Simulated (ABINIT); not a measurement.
# KF (Carobbiite): a self-consistent loop beyond G0W0, cycle by cycle, part 2 of 3

Wanted: G0W0 and self-consistent gaps of KF (Carobbiite), with the cost of the cycles.

ABINIT 10.8.3; LDA and many-body steps on it, plane waves. Known limits of the many-body steps: not at the basis limit; coarse k mesh.

So far. Step 5 (evGW0, cycle 1): Against G0W0 in ABINIT (4×4×4 mesh, 43 bands, screening to 106.1 eV, Godby-Needs plasmon pole), the gap moves by +0.732 eV. This first cycle still uses the starting levels; it takes the full correction, at all points of the mesh, and its linearised value is 9.830 eV. Step 6 (evGW0, cycle 2): Against the cycle before, the gap moves by −0.107 eV.

**7. evGW0, cycle 3**

Level of this step: evGW0 on LDA, plane waves, norm-conserving pseudopotentials (ABINIT).

Input file run.abi:

```
acell 3*1.0 Angstrom
rprim 
  -0.000000000000 2.671850000000 2.671850000000
  2.671850000000 -0.000000000000 2.671850000000
  2.671850000000 2.671850000000 0.000000000000
ntypat 2
znucl 19 9
natom 2
typat 1 2
xred 
  0.000000000000 0.000000000000 0.000000000000
  0.500000000000 0.500000000000 0.500000000000
pp_dirpath "pseudos"
pseudos "K.upf, F.upf"
ecut 36
ngkpt 4 4 4
nshiftk 1
shiftk 0 0 0
kptopt 1
chksymbreak 0
istwfk *1
occopt 1
irdwfk 1
optdriver 4
nband 43
gwcalctyp 10
ecutsigx 36
symsigma 1
nkptgw 8
kptgw 
  0.0000000000 0.0000000000 0.0000000000
  0.2500000000 0.0000000000 0.0000000000
  0.5000000000 0.0000000000 0.0000000000
  0.2500000000 0.2500000000 0.0000000000
  0.5000000000 0.2500000000 0.0000000000
  -0.2500000000 0.2500000000 0.0000000000
  0.5000000000 0.5000000000 0.0000000000
  -0.2500000000 0.5000000000 0.2500000000
bdgw 
  1 12
  1 12
  1 12
  1 12
  1 12
  1 12
  1 12
  1 12
ecuteps 3.9
irdscr 1
ppmodel 1
irdqps 1
indata_prefix "in"
outdata_prefix "out"
tmpdata_prefix "tmp"
```

Started as:

```console
$ OMP_NUM_THREADS=1 mpirun -n 4 abinit run.abi > log
```

The log of the run:

```text
.Version 10.8.3 of ABINIT. v10.8.2 released Aug 2026.

 Symmetries : space group Fm -3 m (#225); Bravais cF (face-center cubic)
[... echo of the input left out ...]
== DATASET  1 ==================================================================
-   mpi_nproc: 4, omp_nthreads: 1 (-1 if OMP is not activated)

--- !DatasetInfo
iteration_state: {dtset: 1, }
dimensions: {natom: 2, nkpt: 8, mband: 43, nsppol: 1, nspinor: 1, nspden: 1, mpw: 2685, }
cutoff_energies: {ecut:  36.0, pawecutdg:  -1.0, }
[...]
.  kptgw no:  3; Maximum DeltaE = (   0.443   0.470) for band index:  2
[...]
.  kptgw no:  7; Maximum DeltaE = (   0.301   0.061) for band index:  1
.  kptgw no:  8; Maximum DeltaE = (   0.312   0.076) for band index:  1

== END DATASET(S) ==============================================================
================================================================================

 -outvars: echo values of variables after computation  --------
           etotal      0.0000000000E+00
            nband          43
             nkpt           8
          spgroup         225
 [... the other variables as echoed above ...]

 Calculation completed.
```

It took 36 s on 4 MPI ranks of Arm Neoverse N1, shared host; peak memory 0.9 GiB.

This step gave:

```
quasiparticle gap on the mesh                         : 10.45 eV
gap of the density functional on the mesh             : 5.822 eV
k of the valence top                                  : 0, 0, 0
k of the conduction bottom                            : 0, 0, 0
least direct quasiparticle gap on the computed points : 10.45 eV
```

Against the cycle before, the gap moves by −0.004 eV.

**8. Screening, 4×4×4 mesh, 43 bands, screening to 106.1 eV**

This step: RPA screening on LDA, plane waves, norm-conserving pseudopotentials.

Input file run.abi:

```
acell 3*1.0 Angstrom
rprim 
  -0.000000000000 2.671850000000 2.671850000000
  2.671850000000 -0.000000000000 2.671850000000
  2.671850000000 2.671850000000 0.000000000000
ntypat 2
znucl 19 9
natom 2
typat 1 2
xred 
  0.000000000000 0.000000000000 0.000000000000
  0.500000000000 0.500000000000 0.500000000000
pp_dirpath "pseudos"
pseudos "K.upf, F.upf"
ecut 36
ngkpt 4 4 4
nshiftk 1
shiftk 0 0 0
kptopt 1
chksymbreak 0
istwfk *1
occopt 1
irdwfk 1
optdriver 3
nband 43
ecuteps 3.9
inclvkb 2
awtr 1
symchi 1
gwcalctyp 10
mbpt_sciss 5.095 eV
nqptdm 1
qptdm 
  0 0 0
indata_prefix "in"
outdata_prefix "out"
tmpdata_prefix "tmp"
```

The log of the run:

```text
.Version 10.8.3 of ABINIT. v10.8.2 released Aug 2026.

 Symmetries : space group Fm -3 m (#225); Bravais cF (face-center cubic)
[... echo of the input left out ...]
== DATASET  1 ==================================================================
-   mpi_nproc: 4, omp_nthreads: 1 (-1 if OMP is not activated)

--- !DatasetInfo
iteration_state: {dtset: 1, }
dimensions: {natom: 2, nkpt: 8, mband: 43, nsppol: 1, nspinor: 1, nspden: 1, mpw: 2685, }
cutoff_energies: {ecut:  36.0, pawecutdg:  -1.0, }
electrons: {nelect:   1.60000000E+01, charge:   0.00000000E+00, occopt:   1.00000000E+00, tsmear:   1.00000000E-02, }

 SCREENING: Calculation of the susceptibility and dielectric matrices

 Based on a program developped by R.W. Godby, V. Olevano, G. Onida, and L. Reining.
 Incorporated in ABINIT by V. Olevano, G.-M. Rignanese, and M. Torrent.
.Using double precision arithmetic ; gwpc =  8

[... cell and pseudopotentials left out ...]
--------------------------------------------------------------------------------

 ==== K-mesh for the wavefunctions ====
 Number of points in the irreducible wedge :     8
[... list of points left out ...]
 Together with 48 symmetry operations and time-reversal symmetry
 yields    64 points in the full Brillouin Zone.

 ==== Q-mesh for the screening function ====
 Number of points in the irreducible wedge :     8
[... list of points left out ...]
 Together with 48 symmetry operations and time-reversal symmetry
 yields    64 points in the full Brillouin Zone.

 setmesh: FFT mesh size selected  =    25x   25x   25
          total number of points  =        15625

 vcoul_init : cutoff-mode = AUXILIARY_FUNCTION
 q-points for optical limit:   1
     1)      0.000010    0.000020    0.000030

 Dielectric matrix will be calculated only for some
 selected q points provided by the user through the input variables
 nqptdm and qptdm

- screening: taking advantage of time-reversal symmetry
- Maximum band index for partially occupied states nbvw = 8
- Remaining bands to be divided among processors   nbcw = 35
- Number of bands treated by each node ~8

 rdqps: reading QP wavefunctions of the previous step
        looking for file in_QPS
 file not found, 1st iteration initialized with KS eigenelements

 screening : performing a first self-consistency
 update of the energies in W by a scissor operator
 applying a scissor operator of [eV] :   5.095

 Number of electrons calculated from density =   16.0000; Expected =   16.0000
 average of density, n =  0.062152
 r_s =    1.5661
 omega_plasma =   24.0483 [eV]

 calculating chi0 at frequencies [eV] :
  1    0.000000E+00    0.000000E+00
  2    0.000000E+00    2.404829E+01

--------------------------------------------------------------------------------
  q-point number  1        q = ( 0.000000, 0.000000, 0.000000) [r.l.u.]
--------------------------------------------------------------------------------
[... chi0 elements left out ...]
 For q-point:  0.000010 0.000020 0.000030
  dielectric constant =   1.7132
  dielectric constant without local fields =   1.8504

  Average fulfillment of the sum rule on Im[epsilon] for q-point    1 :     49.96  [%]
[... wings left out ...]
== END DATASET(S) ==============================================================
================================================================================

 -outvars: echo values of variables after computation  --------
           etotal      0.0000000000E+00
            nband          43
             nkpt           8
          spgroup         225
 [... the other variables as echoed above ...]

 Calculation completed.
```

Elapsed: 4.2 s, on 4 MPI ranks; peak memory 0.36 GiB; 17 s of CPU time.

This step gave:

```yaml
eps_infinity_with_local_fields_on_this_mesh_along_the_program_s_q_direction: 1.713
the_same_without_local_fields: 1.850
plasma_frequency: 24.05 eV
plane_waves_in_the_screening_matrix: 113
```

This screening uses the functional's bands under a rigid shift, the mean opening of the cycle before.

**9. Screening, 4×4×4 mesh, 43 bands, screening to 106.1 eV**

This step: RPA screening on LDA from quasiparticle energies, plane waves, norm-conserving pseudopotentials.

run.abi, as its differences from that of step 8:

```diff
@@ -29,7 +29,13 @@
 symchi 1
+irdqps 1
 gwcalctyp 10
-mbpt_sciss 5.095 eV
-nqptdm 1
+nqptdm 7
 qptdm 
-  0 0 0
+  0.2500000000 0.0000000000 0.0000000000
+  0.5000000000 0.0000000000 0.0000000000
+  0.2500000000 0.2500000000 0.0000000000
+  0.5000000000 0.2500000000 0.0000000000
+  -0.2500000000 0.2500000000 0.0000000000
+  0.5000000000 0.5000000000 0.0000000000
+  -0.2500000000 0.5000000000 0.2500000000
 indata_prefix "in"
```

Input file mrgscr.stdin:

```
2
merged
q0_SCR
out_SCR
1
```

Started as:

```console
$ OMP_NUM_THREADS=1 mpirun -n 4 abinit run.abi > log; mrgscr < mrgscr.stdin
```

The log of the run:

```text
.Version 10.8.3 of ABINIT. v10.8.2 released Aug 2026.

 Symmetries : space group Fm -3 m (#225); Bravais cF (face-center cubic)
[... echo of the input left out ...]
== DATASET  1 ==================================================================
-   mpi_nproc: 4, omp_nthreads: 1 (-1 if OMP is not activated)

--- !DatasetInfo
iteration_state: {dtset: 1, }
dimensions: {natom: 2, nkpt: 8, mband: 43, nsppol: 1, nspinor: 1, nspden: 1, mpw: 2685, }
cutoff_energies: {ecut:  36.0, pawecutdg:  -1.0, }
[...]
q-point number  1        q = ( 0.250000, 0.000000, 0.000000) [r.l.u.]
--------------------------------------------------------------------------------
[... chi0 elements left out ...]
  Average fulfillment of the sum rule on Im[epsilon] for q-point    2 :     70.55  [%]

--------------------------------------------------------------------------------
  q-point number  2        q = ( 0.500000, 0.000000, 0.000000) [r.l.u.]
--------------------------------------------------------------------------------
[... chi0 elements left out ...]
  Average fulfillment of the sum rule on Im[epsilon] for q-point    3 :     61.90  [%]

 [... 5 further q-points ...]
```

It took 8.9 s on 4 MPI ranks; peak memory 0.43 GiB.

This step gave:

| Quantity | Value |
| --- | --- |
| plasma frequency | 24.05 eV |
| plane waves in the screening matrix | 113 |

This screening reads the quasiparticle levels of the cycle before.

**10. evGW, cycle 1**

This step: evGW on LDA, plane waves, norm-conserving pseudopotentials.

run.abi, as its differences from that of step 9:

```diff
@@ -23,12 +23,10 @@
 irdwfk 1
-optdriver 3
+optdriver 4
 nband 43
-ecuteps 3.9
-inclvkb 2
-awtr 1
-symchi 1
-irdqps 1
 gwcalctyp 10
-nqptdm 7
-qptdm 
+ecutsigx 36
+symsigma 1
+nkptgw 8
+kptgw 
+  0.0000000000 0.0000000000 0.0000000000
   0.2500000000 0.0000000000 0.0000000000
@@ -40,2 +38,15 @@
   -0.2500000000 0.5000000000 0.2500000000
+bdgw 
+  1 12
+  1 12
+  1 12
+  1 12
+  1 12
+  1 12
+  1 12
+  1 12
+ecuteps 3.9
+irdscr 1
+ppmodel 1
+irdqps 1
 indata_prefix "in"
```

Started as:

```console
$ OMP_NUM_THREADS=1 mpirun -n 4 abinit run.abi > log
```

The log of the run:

```text
.Version 10.8.3 of ABINIT. v10.8.2 released Aug 2026.

 Symmetries : space group Fm -3 m (#225); Bravais cF (face-center cubic)
[... echo of the input left out ...]
== DATASET  1 ==================================================================
-   mpi_nproc: 4, omp_nthreads: 1 (-1 if OMP is not activated)

--- !DatasetInfo
iteration_state: {dtset: 1, }
dimensions: {natom: 2, nkpt: 8, mband: 43, nsppol: 1, nspinor: 1, nspden: 1, mpw: 2685, }
cutoff_energies: {ecut:  36.0, pawecutdg:  -1.0, }
[...]
.  kptgw no:  3; Maximum DeltaE = (  -1.497  -0.000) for band index:  1
[...]
.  kptgw no:  7; Maximum DeltaE = (  -1.473  -0.005) for band index:  1
.  kptgw no:  8; Maximum DeltaE = (  -1.499  -0.010) for band index:  1

== END DATASET(S) ==============================================================
================================================================================

 -outvars: echo values of variables after computation  --------
           etotal      0.0000000000E+00
            nband          43
             nkpt           8
          spgroup         225
 [... the other variables as echoed above ...]

 Calculation completed.
```

It took 36 s on 4 MPI ranks; peak memory 0.9 GiB.

Numbers from this step:

```yaml
quasiparticle_gap_on_the_mesh: 11.41 eV
gap_of_the_density_functional_on_the_mesh: 5.822 eV
k_of_the_valence_top: 0, 0, 0
k_of_the_conduction_bottom: 0, 0, 0
least_direct_quasiparticle_gap_on_the_computed_points: 11.41 eV
```

Against G0W0 in ABINIT (4×4×4 mesh, 43 bands, screening to 106.1 eV, Godby-Needs plasmon pole), the gap moves by +1.585 eV.

**11. Screening, 4×4×4 mesh, 43 bands, screening to 106.1 eV**

This step: RPA screening on LDA, plane waves, norm-conserving pseudopotentials.

Input file run.abi:

```
acell 3*1.0 Angstrom
rprim 
  -0.000000000000 2.671850000000 2.671850000000
  2.671850000000 -0.000000000000 2.671850000000
  2.671850000000 2.671850000000 0.000000000000
ntypat 2
znucl 19 9
natom 2
typat 1 2
xred 
  0.000000000000 0.000000000000 0.000000000000
  0.500000000000 0.500000000000 0.500000000000
pp_dirpath "pseudos"
pseudos "K.upf, F.upf"
ecut 36
ngkpt 4 4 4
nshiftk 1
shiftk 0 0 0
kptopt 1
chksymbreak 0
istwfk *1
occopt 1
irdwfk 1
optdriver 3
nband 43
ecuteps 3.9
inclvkb 2
awtr 1
symchi 1
gwcalctyp 10
mbpt_sciss 6.076 eV
nqptdm 1
qptdm 
  0 0 0
indata_prefix "in"
outdata_prefix "out"
tmpdata_prefix "tmp"
```

The log of the run:

```text
.Version 10.8.3 of ABINIT. v10.8.2 released Aug 2026.

 Symmetries : space group Fm -3 m (#225); Bravais cF (face-center cubic)
[... echo of the input left out ...]
== DATASET  1 ==================================================================
-   mpi_nproc: 4, omp_nthreads: 1 (-1 if OMP is not activated)

--- !DatasetInfo
iteration_state: {dtset: 1, }
dimensions: {natom: 2, nkpt: 8, mband: 43, nsppol: 1, nspinor: 1, nspden: 1, mpw: 2685, }
cutoff_energies: {ecut:  36.0, pawecutdg:  -1.0, }
[...]
[... chi0 elements left out ...]
 For q-point:  0.000010 0.000020 0.000030
  dielectric constant =   1.6827
  dielectric constant without local fields =   1.8114

  Average fulfillment of the sum rule on Im[epsilon] for q-point    1 :     51.31  [%]
[... wings left out ...]
== END DATASET(S) ==============================================================
================================================================================

 -outvars: echo values of variables after computation  --------
           etotal      0.0000000000E+00
            nband          43
             nkpt           8
          spgroup         225
 [... the other variables as echoed above ...]

 Calculation completed.
```

Elapsed: 4.2 s, on 4 MPI ranks; peak memory 0.36 GiB.

This step gave:

- ε∞ with local fields, on this mesh, along the program's q direction: 1.683
- the same without local fields: 1.811
- plasma frequency: 24.05 eV
- plane waves in the screening matrix: 113

This screening uses the functional's bands under a rigid shift, the mean opening of the cycle before.

**12. Screening, 4×4×4 mesh, 43 bands, screening to 106.1 eV**

This step: RPA screening on LDA from quasiparticle energies, plane waves, norm-conserving pseudopotentials.

run.abi, as its differences from that of step 11:

```diff
@@ -29,7 +29,13 @@
 symchi 1
+irdqps 1
 gwcalctyp 10
-mbpt_sciss 6.076 eV
-nqptdm 1
+nqptdm 7
 qptdm 
-  0 0 0
+  0.2500000000 0.0000000000 0.0000000000
+  0.5000000000 0.0000000000 0.0000000000
+  0.2500000000 0.2500000000 0.0000000000
+  0.5000000000 0.2500000000 0.0000000000
+  -0.2500000000 0.2500000000 0.0000000000
+  0.5000000000 0.5000000000 0.0000000000
+  -0.2500000000 0.5000000000 0.2500000000
 indata_prefix "in"
```

mrgscr.stdin is that of step 9.

Started as:

```console
$ OMP_NUM_THREADS=1 mpirun -n 4 abinit run.abi > log; mrgscr < mrgscr.stdin
```

The log of the run:

```text
.Version 10.8.3 of ABINIT. v10.8.2 released Aug 2026.

 Symmetries : space group Fm -3 m (#225); Bravais cF (face-center cubic)
[... echo of the input left out ...]
== DATASET  1 ==================================================================
-   mpi_nproc: 4, omp_nthreads: 1 (-1 if OMP is not activated)

--- !DatasetInfo
iteration_state: {dtset: 1, }
dimensions: {natom: 2, nkpt: 8, mband: 43, nsppol: 1, nspinor: 1, nspden: 1, mpw: 2685, }
cutoff_energies: {ecut:  36.0, pawecutdg:  -1.0, }
[...]
q-point number  1        q = ( 0.250000, 0.000000, 0.000000) [r.l.u.]
--------------------------------------------------------------------------------
[... chi0 elements left out ...]
  Average fulfillment of the sum rule on Im[epsilon] for q-point    2 :     72.46  [%]

--------------------------------------------------------------------------------
  q-point number  2        q = ( 0.500000, 0.000000, 0.000000) [r.l.u.]
--------------------------------------------------------------------------------
[... chi0 elements left out ...]
  Average fulfillment of the sum rule on Im[epsilon] for q-point    3 :     63.43  [%]

 [... 5 further q-points ...]
```

The job ended after 9 s (4 MPI ranks; peak memory 0.43 GiB; 36 s of CPU time).

Numbers from this step:

```
plasma frequency                    : 24.05 eV
plane waves in the screening matrix : 113
```

This screening reads the quasiparticle levels of the cycle before.

**13. evGW, cycle 2**

This step: evGW on LDA, plane waves, norm-conserving pseudopotentials.

run.abi, as its differences from that of step 12:

```diff
@@ -23,12 +23,10 @@
 irdwfk 1
-optdriver 3
+optdriver 4
 nband 43
-ecuteps 3.9
-inclvkb 2
-awtr 1
-symchi 1
-irdqps 1
 gwcalctyp 10
-nqptdm 7
-qptdm 
+ecutsigx 36
+symsigma 1
+nkptgw 8
+kptgw 
+  0.0000000000 0.0000000000 0.0000000000
   0.2500000000 0.0000000000 0.0000000000
@@ -40,2 +38,15 @@
   -0.2500000000 0.5000000000 0.2500000000
+bdgw 
+  1 12
+  1 12
+  1 12
+  1 12
+  1 12
+  1 12
+  1 12
+  1 12
+ecuteps 3.9
+irdscr 1
+ppmodel 1
+irdqps 1
 indata_prefix "in"
```

Started as:

```console
$ OMP_NUM_THREADS=1 mpirun -n 4 abinit run.abi > log
```

The log of the run:

```text
.Version 10.8.3 of ABINIT. v10.8.2 released Aug 2026.

 Symmetries : space group Fm -3 m (#225); Bravais cF (face-center cubic)
[... echo of the input left out ...]
== DATASET  1 ==================================================================
-   mpi_nproc: 4, omp_nthreads: 1 (-1 if OMP is not activated)

--- !DatasetInfo
iteration_state: {dtset: 1, }
dimensions: {natom: 2, nkpt: 8, mband: 43, nsppol: 1, nspinor: 1, nspden: 1, mpw: 2685, }
cutoff_energies: {ecut:  36.0, pawecutdg:  -1.0, }
[...]
.  kptgw no:  3; Maximum DeltaE = (   0.151  -0.009) for band index:  1
[...]
.  kptgw no:  7; Maximum DeltaE = (  -0.132   0.043) for band index:  2
.  kptgw no:  8; Maximum DeltaE = (   0.144  -0.006) for band index:  1

== END DATASET(S) ==============================================================
================================================================================

 -outvars: echo values of variables after computation  --------
           etotal      0.0000000000E+00
            nband          43
             nkpt           8
          spgroup         225
 [... the other variables as echoed above ...]

 Calculation completed.
```

The job ended after 36 s (4 MPI ranks; peak memory 0.9 GiB).

This step gave:

- quasiparticle gap on the mesh: 11.54 eV
- gap of the density functional on the mesh: 5.822 eV
- k of the valence top: 0, 0, 0
- k of the conduction bottom: 0, 0, 0
- least direct quasiparticle gap on the computed points: 11.54 eV

Against the cycle before, the gap moves by +0.123 eV.

**14. Screening, 4×4×4 mesh, 43 bands, screening to 106.1 eV**

This step: RPA screening on LDA, plane waves, norm-conserving pseudopotentials.

Input file run.abi:

```
acell 3*1.0 Angstrom
rprim 
  -0.000000000000 2.671850000000 2.671850000000
  2.671850000000 -0.000000000000 2.671850000000
  2.671850000000 2.671850000000 0.000000000000
ntypat 2
znucl 19 9
natom 2
typat 1 2
xred 
  0.000000000000 0.000000000000 0.000000000000
  0.500000000000 0.500000000000 0.500000000000
pp_dirpath "pseudos"
pseudos "K.upf, F.upf"
ecut 36
ngkpt 4 4 4
nshiftk 1
shiftk 0 0 0
kptopt 1
chksymbreak 0
istwfk *1
occopt 1
irdwfk 1
optdriver 3
nband 43
ecuteps 3.9
inclvkb 2
awtr 1
symchi 1
gwcalctyp 10
mbpt_sciss 6.199 eV
nqptdm 1
qptdm 
  0 0 0
indata_prefix "in"
outdata_prefix "out"
tmpdata_prefix "tmp"
```

The log of the run:

```text
.Version 10.8.3 of ABINIT. v10.8.2 released Aug 2026.

 Symmetries : space group Fm -3 m (#225); Bravais cF (face-center cubic)
[... echo of the input left out ...]
== DATASET  1 ==================================================================
-   mpi_nproc: 4, omp_nthreads: 1 (-1 if OMP is not activated)

--- !DatasetInfo
iteration_state: {dtset: 1, }
dimensions: {natom: 2, nkpt: 8, mband: 43, nsppol: 1, nspinor: 1, nspden: 1, mpw: 2685, }
cutoff_energies: {ecut:  36.0, pawecutdg:  -1.0, }
[...]
[... chi0 elements left out ...]
 For q-point:  0.000010 0.000020 0.000030
  dielectric constant =   1.6790
  dielectric constant without local fields =   1.8068

  Average fulfillment of the sum rule on Im[epsilon] for q-point    1 :     51.48  [%]
[... wings left out ...]
== END DATASET(S) ==============================================================
================================================================================

 -outvars: echo values of variables after computation  --------
           etotal      0.0000000000E+00
            nband          43
             nkpt           8
          spgroup         225
 [... the other variables as echoed above ...]

 Calculation completed.
```

Wall time 4.2 s (4 MPI ranks); peak memory 0.36 GiB.

Numbers from this step:

```yaml
eps_infinity_with_local_fields_on_this_mesh_along_the_program_s_q_direction: 1.679
the_same_without_local_fields: 1.807
plasma_frequency: 24.05 eV
plane_waves_in_the_screening_matrix: 113
```

This screening uses the functional's bands under a rigid shift, the mean opening of the cycle before.

[end of part 2 of 3]

[Paths, hosts, dates, memory and timing lines, banners, echoed tables and standing remarks are left out of the program output.]

[Logs are printed without paths, hosts, clocks, repeated set-up lines and the standing remarks that a program may print on its own settings, such as how far it seeks lower states.]

[Runs of the session that timed out or met a known fault of the program may be left out.]

[Hosts, paths, dates, database ids (printed as entryN), source tags and the programs' standing remarks are cut or masked in the printed files.]

[G0W0 gaps are taken among the corrected bands and points alone; a level outside them can change the order at an edge.]

[Where Ansatz stands beside ABINIT at settings called matched, ABINIT's density can come from a denser mesh and the files from another edition; pairs whose starting gaps differed by over 0.03 eV were left out, so agreement reads better than it is.]
